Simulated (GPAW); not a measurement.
**W2CO2 MXene monolayer in an electric field**

Wanted: the out-of-plane polarisability of W2CO2 MXene monolayer.

Program: GPAW 26.7.0. Level of theory: GPAW, PAW setups; layer in a repeated cell with vacuum, relaxation of atoms and in-plane cell, in the first sound run; inputs show where later runs differ. Results are calculated unless marked as measured.

**1. Starting point**

The cell holds 5 atoms: 2 O, 2 W and 1 C. Cell: a = 3.125 Å, b = 3.125 Å, c = 18.684 Å, α = 90.0°, β = 90.0°, γ = 120.0°. Vacuum lies along c.

As a file:

```cif
data_structure
_symmetry_space_group_name_H-M 'P 1'
_symmetry_Int_Tables_number 1
_cell_length_a 3.1254
_cell_length_b 3.1254
_cell_length_c 18.6844
_cell_angle_alpha 90.000
_cell_angle_beta 90.000
_cell_angle_gamma 120.000
_cell_volume 158.06
loop_
_atom_site_label
_atom_site_type_symbol
_atom_site_fract_x
_atom_site_fract_y
_atom_site_fract_z
_atom_site_occupancy
O1 O 0.33333 0.66667 0.37464 1
W2 W 0.66667 0.33333 0.43400 1
C3 C 0.00000 0.00000 0.50000 1
W4 W 0.33333 0.66667 0.56600 1
O5 O 0.66667 0.33333 0.62536 1
```

**2. Relaxing the atoms**

Forces are removed first; all later runs use this geometry.

Contents of run.py:

```python
import json
import numpy as np
from ase import Atoms
from ase.filters import FrechetCellFilter
from ase.optimize import BFGS
from gpaw import GPAW, PW

slab = Atoms(
    ['O', 'W', 'C', 'W', 'O'],
    positions=[
        [-0.00000, 1.80446, 7.00000],
        [1.56270, 0.90223, 8.10899],
        [0.00000, 0.00000, 9.34220],
        [-0.00000, 1.80446, 10.57540],
        [1.56270, 0.90223, 11.68439]],
    cell=[[3.12541, 0.0, 0.0], [-1.5627, 2.70668, 0.0], [0.0, 0.0, 18.6844]],
    pbc=[True, True, True])

slab.calc = GPAW(mode=PW(600), xc='PBE', kpts={'size': (12, 12, 1), 'gamma': True},
                 occupations={'name': 'fermi-dirac', 'width': 0.05}, nbands='160%',
                 convergence={'density': 1e-05}, maxiter=200,
                 symmetry={'tolerance': 1e-3}, txt='slab.txt')
result = {}
# The in-plane cell is free; stress needs a cell that repeats along all three vectors
path = []
opt = BFGS(FrechetCellFilter(slab, mask=[1, 1, 0, 0, 0, 1]), maxstep=0.2)
opt.attach(lambda: path.append((slab.get_potential_energy(), slab.positions.tolist(), slab.get_forces().tolist())))
result['relaxed'] = bool(opt.run(fmax=0.02, steps=45))
result['path'] = path
result['cell'] = slab.cell.tolist()
print('in-plane lattice', slab.cell.cellpar().round(4)[[0, 1, 5]])
energy = slab.get_potential_energy()
fermi = slab.calc.get_fermi_level()
v = slab.calc.get_electrostatic_potential().mean((0, 1)) - fermi
n = slab.calc.get_pseudo_density().mean((0, 1))
L = slab.cell[2, 2]
z = np.arange(len(v)) * L / len(v)
low, high = slab.positions[:, 2].min(), slab.positions[:, 2].max()
below, above = np.interp([low - 4.8, high + 4.8], z, v)
slopes = [np.interp(x, z, np.gradient(v, z)) for x in (low - 4.8, high + 4.8)]
eps = np.array([[slab.calc.get_eigenvalues(k, s) for k in range(len(slab.calc.get_ibz_k_points()))]
                for s in range(slab.calc.get_number_of_spins())]) - fermi
top, bottom = eps[eps < 0].max(), eps[eps > 0].min()
dipole = slab.get_dipole_moment()[2]
print(f'energy {energy:.4f} eV, Fermi level {fermi:.4f} eV, dipole {dipole:.5f} e A')
print(f'potential 4.8 A off the faces, from the Fermi level: lower {below:.4f} eV, upper {above:.4f} eV')
print(f'slope of the potential there: lower {slopes[0]:.5f}, upper {slopes[1]:.5f} eV/A')
print(f'nearest levels on the mesh: {top:.4f} and {bottom:.4f} eV')
print('magnetic moment', round(slab.get_magnetic_moment(), 3))
result.update(energy=energy, fermi=fermi, dipole=dipole, below=below, above=above, slopes=slopes, edges=[top, bottom],
              z=z.tolist(), v=v.tolist(), n=n.tolist(), positions=slab.positions.tolist(),
              forces=slab.get_forces(apply_constraint=False).tolist(), moments=slab.get_magnetic_moments().tolist())
json.dump(result, open('result.json', 'w'))
```

Started as:

```bash
> OMP_NUM_THREADS=1 OPENBLAS_NUM_THREADS=1 python run.py
```

Output:

```text
Step          Energy          fmax
BFGS:    0      -46.527354        2.442885
BFGS:    1      -46.710958        1.968666
BFGS:    2      -46.541955        4.526076
BFGS:    3      -46.912081        0.601038
BFGS:    4      -46.935100        0.558323
BFGS:    5      -46.946727        0.331352
BFGS:    6      -46.950797        0.170951
BFGS:    7      -46.954859        0.176858
BFGS:    8      -46.958853        0.146186
BFGS:    9      -46.966937        0.156540
BFGS:   10      -46.969869        0.075712
BFGS:   11      -46.970637        0.011402
in-plane lattice [  3.095   3.095 120.   ]
energy -46.9651 eV, Fermi level 0.4128 eV, dipole -0.00006 e A
potential 4.8 A off the faces, from the Fermi level: lower 5.8046 eV, upper 5.8053 eV
slope of the potential there: lower -0.00059, upper 0.00028 eV/A
nearest levels on the mesh: -0.2234 and 0.0333 eV
magnetic moment 0.0
```

Run time: 15 min. Hardware: 1 thread of Arm Neoverse V1, shared host; peak memory 0.47 GiB.

This step gave:

```yaml
dipole_along_the_normal: -5.93e-5 e·Å
levels_nearest_the_fermi_level_on_the_mesh: -0.2234, 0.03325 eV from the Fermi level
```

Table of electrostatic potential energy of an electron (without an applied field's), less the Fermi level, planar mean by z:

z (Å), electrostatic potential energy of an electron (without an applied field's), less the Fermi level, planar mean (eV) and a bar from the least value:
```
      0.0        5.8 ##############################
      0.5        5.8 ##############################
      1.0        5.8 ##############################
      1.5        5.8 ##############################
      2.0        5.8 ##############################
      2.5        5.8 ##############################
      3.0        5.8 ##############################
      3.5        5.8 ##############################
      4.0        5.8 ##############################
      4.5        5.8 ##############################
      5.0        5.8 ##############################
      5.5        5.7 ##############################
      6.0        5.3 ##############################
      6.5        2.8 ###########################
      7.0       -9.8 ################
      7.5      -10.7 ###############
      8.0      -23.3 ###
      8.5      -22.8 ###
      9.0      -12.9 #############
      9.5      -14.4 ###########
     10.0      -17.6 ########
     10.5      -26.6 
     11.0      -13.9 ############
     11.5      -11.9 ##############
     12.0       -0.3 ########################
     12.5        4.9 #############################
     13.0        5.7 ##############################
     13.5        5.8 ##############################
     14.0        5.8 ##############################
     14.5        5.8 ##############################
     15.0        5.8 ##############################
     15.5        5.8 ##############################
     16.0        5.8 ##############################
     16.5        5.8 ##############################
     17.0        5.8 ##############################
     17.5        5.8 ##############################
     18.0        5.8 ##############################
     18.5        5.8 ##############################
```

Pseudo valence density, planar mean against z:

z (Å), pseudo valence density, planar mean (e/Å³) and a bar from the least value:
```
     0.00       0.00 
     0.52       0.00 
     1.04       0.00 
     1.56       0.00 
     2.08       0.00 
     2.42       0.00 
     2.94       0.00 
     3.46       0.00 
     3.98       0.00 
     4.50       0.00 
     5.02       0.00 
     5.54       0.01 
     6.06       0.04 #
     6.57       0.32 ######
     6.92       0.79 ###############
     7.44       0.78 ###############
     7.96       1.21 ########################
     8.48       1.30 #########################
     9.00       0.71 ##############
     9.52       0.70 ##############
    10.03       0.96 ###################
    10.55       1.54 ##############################
    11.07       0.73 ##############
    11.59       0.92 ##################
    11.94       0.55 ###########
    12.46       0.09 ##
    12.98       0.01 
    13.49       0.00 
    14.01       0.00 
    14.53       0.00 
    15.05       0.00 
    15.57       0.00 
    16.09       0.00 
    16.44       0.00 
    16.95       0.00 
    17.47       0.00 
    17.99       0.00 
    18.51       0.00
```

The relaxation lowered the energy of the cell by 0.453 eV (energies extrapolated to zero smearing; the optimiser's log prints free energies). The largest force left on a free atom is 0.011 eV/Å.

**3. The slab's potential**

With the geometry fixed, the planar mean of the potential gives the vacuum level on each side.

This step: GPAW, PAW setups; slab in vacuum (GPAW 26.7.0).

The cell differs from the one that the last finished run ended in (c 18.684 → 18.502 Å).

Changes to run.py since step 2:

```diff
@@ -3,4 +3,2 @@
 from ase import Atoms
-from ase.filters import FrechetCellFilter
-from ase.optimize import BFGS
 from gpaw import GPAW, PW
@@ -10,23 +8,16 @@
     positions=[
-        [-0.00000, 1.80446, 7.00000],
-        [1.56270, 0.90223, 8.10899],
-        [0.00000, 0.00000, 9.34220],
-        [-0.00000, 1.80446, 10.57540],
-        [1.56270, 0.90223, 11.68439]],
-    cell=[[3.12541, 0.0, 0.0], [-1.5627, 2.70668, 0.0], [0.0, 0.0, 18.6844]],
-    pbc=[True, True, True])
+        [0.00000, 1.78692, 7.00000],
+        [1.54751, 0.89346, 8.14105],
+        [0.00000, 0.00000, 9.25097],
+        [0.00000, 1.78692, 10.36087],
+        [1.54751, 0.89346, 11.50192]],
+    cell=[[3.09503, 0.0, 0.0], [-1.54751, 2.68037, 0.0], [0.0, 0.0, 18.5019]],
+    pbc=[True, True, False])
 
-slab.calc = GPAW(mode=PW(600), xc='PBE', kpts={'size': (12, 12, 1), 'gamma': True},
+slab.calc = GPAW(mode=PW(500), xc='PBE', kpts={'size': (12, 12, 1), 'gamma': True},
                  occupations={'name': 'fermi-dirac', 'width': 0.05}, nbands='160%',
                  convergence={'density': 1e-05}, maxiter=200,
+                 poissonsolver={'dipolelayer': 'xy'},
                  symmetry={'tolerance': 1e-3}, txt='slab.txt')
 result = {}
-# The in-plane cell is free; stress needs a cell that repeats along all three vectors
-path = []
-opt = BFGS(FrechetCellFilter(slab, mask=[1, 1, 0, 0, 0, 1]), maxstep=0.2)
-opt.attach(lambda: path.append((slab.get_potential_energy(), slab.positions.tolist(), slab.get_forces().tolist())))
-result['relaxed'] = bool(opt.run(fmax=0.02, steps=45))
-result['path'] = path
-result['cell'] = slab.cell.tolist()
-print('in-plane lattice', slab.cell.cellpar().round(4)[[0, 1, 5]])
 energy = slab.get_potential_energy()
```

Output:

```text
energy -46.2781 eV, Fermi level 0.4795 eV, dipole 0.00041 e A
potential 4.8 A off the faces, from the Fermi level: lower 5.8044 eV, upper 5.7970 eV
slope of the potential there: lower 0.00002, upper -0.00002 eV/A
nearest levels on the mesh: -0.2230 and 0.0332 eV
magnetic moment 0.0
```

It took 54 s on 1 thread; peak memory 0.23 GiB.

Numbers from this step:

| Quantity | Value |
| --- | --- |
| dipole along the normal | 4.12e-4 e·Å |
| levels nearest the Fermi level on the mesh | -0.2230, 0.03319 eV from the Fermi level |
| upper work function | 5.797 eV |
| lower work function | 5.804 eV |

The electrostatic potential energy of an electron (without an applied field's), less the Fermi level, planar mean by z:

z (Å), electrostatic potential energy of an electron (without an applied field's), less the Fermi level, planar mean (eV) and a bar from the least value:
```
      0.0        5.8 ##############################
      0.5        5.8 ##############################
      1.0        5.8 ##############################
      1.5        5.8 ##############################
      2.0        5.8 ##############################
      2.5        5.8 ##############################
      3.0        5.8 ##############################
      3.5        5.8 ##############################
      4.0        5.8 ##############################
      4.5        5.8 ##############################
      5.0        5.8 ##############################
      5.5        5.7 ##############################
      6.0        5.1 #############################
      6.5        1.5 ##########################
      7.0      -11.4 #############
      7.5      -11.9 #############
      8.0      -25.4 
      8.5      -20.3 #####
      9.0      -13.4 ############
      9.5      -13.4 ############
     10.0      -20.2 #####
     10.5      -25.5 
     11.0      -11.9 #############
     11.5      -11.4 #############
     12.0        1.4 ##########################
     12.5        5.1 #############################
     13.0        5.7 ##############################
     13.5        5.8 ##############################
     14.0        5.8 ##############################
     14.5        5.8 ##############################
     15.0        5.8 ##############################
     15.5        5.8 ##############################
     16.0        5.8 ##############################
     16.5        5.8 ##############################
     17.0        5.8 ##############################
     17.5        5.8 ##############################
     18.0        5.8 ##############################
```

The pseudo valence density, planar mean oscillates, so the rows of the table below give means over windows of 0.96 Å about each position, cut where the curve ends. Its maxima inside the range that stand out by 2 % of the span (Å: e/Å³): 7.13: 0.904, 8.09: 1.59, 10.41: 1.59, 11.37: 0.904. Its minima: 7.52: 0.731, 9.25: 0.697, 10.99: 0.731.

Table of pseudo valence density, planar mean by z; means over each step:

```
z (Å)  pseudo valence density, planar mean (e/Å³)
 3.36                                      8.5e-6
 4.32                                      1.9e-4
 5.28                                     0.00578
 6.24                                       0.207
 7.20                                       0.815
 8.16                                        1.26
 9.12                                       0.726
10.08                                        1.17
11.04                                       0.905
12.00                                       0.411
12.96                                      0.0161
13.92                                      4.8e-4
14.88                                      1.9e-5
```

Force by atom:

```
atom  x (eV/Å)  y (eV/Å)  z (eV/Å)    size
  O1    0.0000    0.0000   -0.0743  0.0743
  W2    0.0000    0.0000    0.0278  0.0278
  C3    0.0000    0.0000    0.0000  0.0000
  W4    0.0000    0.0000   -0.0278  0.0278
  O5    0.0000    0.0000    0.0743  0.0743
```

The potential is flat to 1.6e-5 eV/Å where it is read, so the vacuum is wide enough.

**4. Field on**

A uniform field along the normal polarises the slab; the atoms stay fixed, so this is the electronic response alone.

Changes to run.py since step 3:

```diff
@@ -4,2 +4,3 @@
 from gpaw import GPAW, PW
+from gpaw.external import ConstantElectricField
 
@@ -20,2 +21,3 @@
                  poissonsolver={'dipolelayer': 'xy'},
+                 external=ConstantElectricField(-0.2, [0, 0, 1]),
                  symmetry={'tolerance': 1e-3}, txt='slab.txt')
```

Output:

```text
energy -46.2832 eV, Fermi level 0.4787 eV, dipole -0.05018 e A
potential 4.8 A off the faces, from the Fermi level: lower 5.2547 eV, upper 6.3492 eV
slope of the potential there: lower 0.00003, upper -0.00002 eV/A
nearest levels on the mesh: -0.2229 and 0.0332 eV
magnetic moment 0.0
```

Wall time 3.6 min (1 thread); peak memory 0.47 GiB.

Numbers from this step:

| Property | Result |
| --- | --- |
| dipole along the normal | -0.05018 e·Å |
| levels nearest the Fermi level on the mesh | -0.2229, 0.03318 eV from the Fermi level |
| potential below the slab, the applied field's own ramp left out | 5.255 eV from the Fermi level |
| potential above the slab, the applied field's own ramp left out | 6.349 eV from the Fermi level |

Table of electrostatic potential energy of an electron (without an applied field's), less the Fermi level, planar mean by z:

```
z (Å)  electrostatic potential energy of an electron (without an applied field's), less the Fermi level, planar mean (eV)
    0                                                                                                                5.80
    1                                                                                                                5.26
    2                                                                                                                5.25
    3                                                                                                                5.25
    4                                                                                                                5.25
    5                                                                                                                5.24
    6                                                                                                                4.62
    7                                                                                                               -11.8
    8                                                                                                               -25.7
    9                                                                                                               -13.5
   10                                                                                                               -20.1
   11                                                                                                               -11.5
   12                                                                                                                1.92
   13                                                                                                                6.23
   14                                                                                                                6.34
   15                                                                                                                6.35
   16                                                                                                                6.35
   17                                                                                                                6.35
   18                                                                                                                6.35
```

Force by atom:

```
atom  x (eV/Å)  y (eV/Å)  z (eV/Å)   size
  O1    -0.002     0.001    -0.014  0.014
  W2     0.000     0.000    -0.039  0.039
  C3     0.000     0.000     0.013  0.013
  W4     0.000     0.000    -0.094  0.094
  O5     0.002    -0.001     0.136  0.136
```

The dipole is now -0.0502 e Å, against 4.1e-4 in the run without a field.

[end of part 1 of 2]

[Logs are printed without paths, hosts, clocks, repeated set-up lines and the standing remarks that a program may print on its own settings, such as how far it seeks lower states.]

[Hosts, paths, dates, database ids (printed as entryN), source tags and the programs' standing remarks are cut or masked in the printed files.]
